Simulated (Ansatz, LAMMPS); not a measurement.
# Amorphous Hg22Cd11S33 (66 atoms): support functions against a reference, part 2 of 2

Wanted: errors and times of a linear-scaling basis for amorphous Hg22Cd11S33 (66 atoms). A setting counts as converged where the r.m.s. difference of forces stays under 1 % of the r.m.s. force.

Ansatz 0.2.0; Kohn-Sham DFT, PBE, PAW (set soft_2), plane waves.

The cell: 22 Hg, 11 Cd and 33 S. The quench rate of 5 K/ps far exceeds what a furnace or splat quench reaches. The network of bonds at the start is that of the classical potential that made the cell. Only the Γ point is sampled, in a cell whose shortest periodic width is 12 Å. No spin–orbit coupling is included.

So far. Step 13 (Support functions medium, radius 6.69 Å): Forces differ from the reference by 0.31 meV/Å r.m.s., 0.060 % of their size, well within a tolerance of 1 %; the energy by -0.20 meV/atom. It took 7.8 times the reference's time (shared host, so rough). The two runs also began from different starting densities, which bears on cycles and time. Step 14 (Another setting: hamiltonian.xc = "lda"): Forces differ from the reference by 100 meV/Å r.m.s., 19 % of their size; the pressure by -4.8 GPa.

**17. The first run in detail**

The first run, on the default basis, asked for the full analyses, so its electronic structure is set out here.

Neighbours are counted within 3.15 Å (S-Hg), 3.12 Å (S-Cd).

Length of the force by element and coordination:

```
element  coordination  atoms  mean length of the force (eV/Å)  spread   least   most
     Cd           all     11                            0.840   0.521   0.161   1.93
     Cd             3      3                             1.48   0.513   0.766   1.93
     Cd             4      8                            0.598   0.245   0.161  0.939
     Hg           all     22                            0.744    0.45  0.0683   1.86
     Hg             3     10                            0.895   0.574  0.0683   1.86
     Hg             4     12                            0.618   0.249   0.341   1.17
      S           all     33                            0.829   0.341   0.229   1.52
      S             2      2                             1.27  0.0619    1.20   1.33
      S             3     13                            0.693   0.279   0.229   1.28
      S             4     15                            0.924    0.34   0.386   1.52
      S             5      2                            0.769   0.266   0.503   1.04
      S             6      1                            0.405       0   0.405  0.405
```

Density of states as counts of states in windows of 1 eV (from the Fermi level), total and the larger projections:

```
from (eV)  to (eV)  total   Hg d   S p  Cd d  Hg s   S s
      -18      -14    0.0    0.0   0.0   0.0   0.0   0.0
      -14      -13   12.1    0.5   0.0   0.1   1.0  10.0
      -13      -12   40.4    1.6   0.3   1.0   1.6  34.8
      -12      -11   13.5    0.4   0.3   0.6   0.2  11.6
      -11       -9    0.0    0.0   0.0   0.0   0.0   0.0
       -9       -8   67.7    2.4   2.4  62.0   0.3   0.4
       -8       -7   86.8   38.6   5.9  40.0   1.2   0.8
       -7       -6  170.9  155.8   8.0   2.9   1.5   1.8
       -6       -5   15.9    6.5   4.3   0.3   3.7   0.6
       -5       -4   34.0    4.2  16.4   0.5   8.9   1.3
       -4       -3   26.4    1.9  17.8   0.4   2.4   1.0
       -3       -2   48.1    2.9  40.2   0.8   1.2   0.6
       -2       -1   51.2    3.0  43.3   0.9   1.1   0.5
       -1        0   27.1    1.0  21.9   0.2   1.7   0.6
        0        1   18.0    0.4  10.1   0.1   4.8   0.3
        1        2   20.9    0.2   8.8   0.0   7.7   0.5
        2        3   16.3    0.1   4.8   0.0   3.2   0.4
        3        4   27.2    0.1   4.3   0.0   1.3   0.4
        4        5   31.3    0.1   2.2   0.0   0.7   0.1
```

The curve was stored every 0.10 eV, coarse against its broadening of 0.08 eV, so these counts are rough.

The stored curve holds about 594 of the 858 electrons; the rest, give or take the few that broadening carries across the Fermi level, lie in deeper levels below its range.

The levels nearest the highest filled one (over half full), pooled over k-points and spins:

```
level less the highest filled one (eV)  occupation
                                -0.320           2
                                -0.163           2
                                -0.149           2
                               -0.0666        2.00
                               -0.0339        1.95
                                     0        1.68
                                0.0681       0.356
                                 0.123       0.013
                                 0.213           0
                                 0.341           0
                                 0.467           0
                                 0.558           0
```

Electrostatic potential energy in the bc plane at fractional x = 0.713, with atoms of Hg and Cd and S within 0.2 Å of it. With pseudopotentials it is smooth inside the atoms' cores, unlike the true potential.

Values in eV, 13 rows by 16 columns, each cell a mean:
```
 11  12  12  12  12  12  12  11   4   1   8  11  11   9   2   4
 10  11  11  12  12  12  11  11  11  11  12  12  11   7 -20 -15
 10   5   7  11  11  10   2  -3   6  11  12  10   8   7   4   6
 11   9  10   9   6   7 -14 -22  -5  10  11   7  -7  -6   8  12
 12  12  12  10   8   9   0  -5   5  11  11   9   1   1   9  12
 11  12  12  12  12  12  11  10  11  11  11  11  10   7   9  10
  2   9   2   6  11  12  11   6  -8  -2  10  11  11  10   2  -6
-10  -2 -26 -18   9  12  10  -9 -28 -24   6  11  11   8 -11 -24
  4   7  -7   0  11  12  11   4 -11  -5   9  10  11   7   0  -5
 11  12  11  10  12  12  12  11  10  10  10   9   6 -19 -21   4
 11  11   4   1   9  12  12  11  10  10  10  10   8 -13 -16   6
  9  10   8   8  11  12  11  10   0  -6   7  10  11  10   9   9
 10  11  12  12  12  12  12   8 -18 -27   0  10  11   9   9   9
```
Columns run along b (12.1 Å; values clipped at the 3rd and 97th percentile), rows up along c (12.1 Å). Atoms in or near the plane, at fractional coordinates: Hg at (0.54, 0.41), Cd at (0.45, 0.72), Cd at (0.96, 0.42), S at (0.87, 0.23), S at (0.16, 0.40).

Valence density in the bc plane at fractional x = 0.713, with atoms of Hg and Cd and S within 0.2 Å of it. It is the smooth field of the valence electrons, not physical close to the nuclei.

Ten steps, logarithmic in the rise over the least value, from '0' (0 e/Å³) to '9' (20 e/Å³), each cell a mean:
```
0000000000000000123332100000111211
1000000000000000001110000000123332
1100000000000000000000000000123333
1111110000000000000000000000123333
1122211000000123210000000001112221
0122221111111467641000000122211100
0011111122112589862100001245421000
0000001122212478741000000244421000
0000000111111123210000000122211000
0000000000000000000000000011221000
0000000000000000000000000001111100
1000111100000000112110000000111122
4212233210000001356531000000012566
7323333321000002589863100000014799
6323333321000002588863100000013788
2112333210000001345531000000112344
0000111100000000111110000001233221
0000011100000000000000000112333321
0000122210000000000000000113323321
0000123321000000000000000012333321
0000122221000000011111000001122111
0000011110000000123442100000000000
0000000000000000146764200000000000
0000000000000000136764200000011100
```
Columns run along b (12.1 Å), rows up along c (12.1 Å). Atoms in or near the plane, at fractional coordinates: Hg at (0.54, 0.41), Cd at (0.45, 0.72), Cd at (0.96, 0.42), S at (0.87, 0.23), S at (0.16, 0.40).

Within 0.4 eV of the Fermi level the largest share is S p (80 % of the projected weight).

**18. Local order**

Bonds and neighbours are counted at the geometry of the runs.

Density 6.28 g/cm³, 26.89 Å³ an atom.

g(r), total and by pair (bins of 0.2 Å):

```
r (Å)  total   S-S  S-Hg  S-Cd  Hg-Hg  Hg-Cd  Cd-Cd
 2.30   0.12  0.00  0.17  0.34   0.00   0.00   0.00
 2.50   2.97  0.00  4.52  8.48   0.00   0.44   0.00
 2.70   2.12  0.00  4.60  3.28   0.00   0.42   0.00
 2.90   0.70  0.92  1.41  0.00   0.00   0.00   0.00
 3.10   0.40  1.22  0.20  0.00   0.29   0.00   0.00
 3.30   0.23  0.23  0.09  0.00   1.32   0.00   0.00
 3.50   0.42  0.42  0.08  0.33   1.67   0.46   0.00
 3.70   0.66  0.56  0.42  0.00   2.54   0.85   0.00
 3.90   1.09  1.53  0.64  0.63   1.38   2.12   0.00
 4.10   1.88  2.69  0.68  1.14   1.92   3.80   5.55
 4.30   1.92  2.47  1.25  1.47   2.54   2.06   4.42
 4.50   1.08  1.48  0.91  0.87   1.01   1.01   1.18
 4.70   1.07  1.35  1.05  1.15   0.66   0.92   0.54
 4.90   1.01  0.98  1.23  1.05   0.61   0.86   0.47
 5.10   0.76  0.35  1.05  1.04   0.57   0.79   0.00
 5.30   0.78  0.60  0.83  0.97   0.71   0.83   0.84
 5.50   0.66  0.39  0.93  0.97   0.58   0.30   0.00
 5.70   0.89  0.76  1.05  1.07   0.72   0.54   1.07
 5.90   0.94  0.60  1.56  0.62   0.83   0.59   0.33
```

Bonds by pair of elements; cutoffs follow the first minimum of g(r), held within bounds set by covalent radii, and pairs that aren't listed don't count as bonded:

```
pair A-B  cutoff (Å)  bonds  mean length (Å)  spread (Å)  shortest (Å)  B about A  A about B
    S-Hg        3.15     78             2.66       0.141          2.39       2.36       3.54
    S-Cd        3.12     41             2.57       0.073          2.37       1.24       3.73
```

How many atoms have how many bonded neighbours:

```
element  mean  2   3   4  5  6
     Cd  3.73  0   3   8  0  0
     Hg  3.54  0  10  12  0  0
      S  3.61  2  13  15  2  1
```

Rings of the network by King's shortest-path rule, up to 12 atoms, one path for each pair of neighbours; H, halogens, alkali and alkaline-earth atoms are left out, and the last column divides by all other atoms, bonded or not:

```
ring size (atoms)  rings  per network atom
                4      7             0.106
                6     44             0.667
                8     58             0.879
               10      1             0.015
```

For some of the pairs, g(r) has its first main peak near 2.6 Å (S-Hg), 2.6 Å (S-Cd), 4.1 Å (Hg-Cd) and 4.2 Å (Cd-Cd). By these cutoffs 73 % of Cd atoms have 4, 55 % of Hg atoms have 4 and 45 % of S atoms have 4 bonded neighbours. Rings of 8 atoms are the most common (53 % of those counted); sizes run from 4 to 10.

The surroundings of Cd31, which bears the longest force, nearest first, numbered as they follow in the input and with coordinates relative to it.

```
atom      x      y      z  distance (Å)  bonds     Fx     Fy  Fz (eV/Å)
Cd31   0.00   0.00   0.00          0.00      3   0.25   0.49      -1.85
 S51  -1.13  -1.51  -1.69          2.53      2  -0.88  -0.17       0.81
 S48   2.45  -0.01  -0.65          2.54      3   0.03  -1.17       0.52
 S53  -0.49   2.51  -0.29          2.57      3  -0.26   0.39      -0.02
Hg18  -0.42  -0.50   2.49          2.57      3  -1.07  -0.32       1.28
 Hg8   2.53  -2.36   0.93          3.58      4  -0.13   0.71      -0.36
 S55   0.50  -2.80   2.79          3.99      4   0.44  -0.27      -0.13
Cd24  -1.92   2.65  -2.43          4.08      4  -0.48   0.02       0.34
 S58  -3.07   0.36  -2.74          4.13      3  -0.03   0.23      -0.20
Hg17   0.47  -2.89  -2.92          4.14      4   0.20  -0.07       0.28
 S63   0.96   0.85   4.03          4.23      4   1.37   0.54       0.41
 S62   2.16   3.60   0.54          4.23      3  -0.29   0.48       0.51
Cd32   3.82   1.77   0.42          4.23      4  -0.66  -0.30       0.60
 S34  -2.96  -0.45   3.10          4.31      3  -0.16   0.30      -0.60
 S39   2.31   1.30  -3.40          4.31      2   1.32   0.12      -0.09
```

The column of bonds counts only the pairs S-Hg within 3.15 Å, S-Cd within 3.12 Å; other neighbours, such as metal atoms beside each other in a compound, aren't counted, and periodic images can show an atom twice.

**19. What came out**

```json
{
 "free energy per atom": "-6431.2289 eV/atom",
 "pressure": "0.6876 GPa",
 "r.m.s. force component": "0.5216 eV/Å",
 "wall time of the 12 DFT runs": "44 min"
}
```

Against plane waves at 750 eV, the forces differ by 0.46 meV/Å (0.088 %) with support functions medium, and by 0.034 meV/Å in the closest run (support functions high). At 66 atoms the fastest of the runs at a preset level, support functions low, takes 1.3 times the time of plane waves, in 12 SCF cycles against 14. Differences between support functions and plane waves include what basis error the plane-wave run still has. As the radius goes from 4.33 to 6.69 Å, the force difference goes from 0.51 to 0.31 meV/Å, and the time from 1.8 min to 11 min.

Counting bands leaves a spacing of only 0.068 eV (at Γ alone), which the smearing bridges: 3 levels are partly filled by over 2 %, so a gap, if any, is small at this level. With the cutoffs above, 73 % of Cd atoms have 4, 55 % of Hg atoms have 4 and 45 % of S atoms have 4 bonded neighbours.

Caveats: The force components of 0.52 eV/Å r.m.s. hold both thermal displacement and the mismatch between the potential that made the cell and DFT. The pressure of a single frame lacks the kinetic term.

[Logs are printed without paths, hosts, clocks, repeated set-up lines and the standing remarks that a program may print on its own settings, such as how far it seeks lower states.]

[Hosts, paths, dates, database ids (printed as entryN), source tags and the programs' standing remarks are cut or masked in the printed files.]
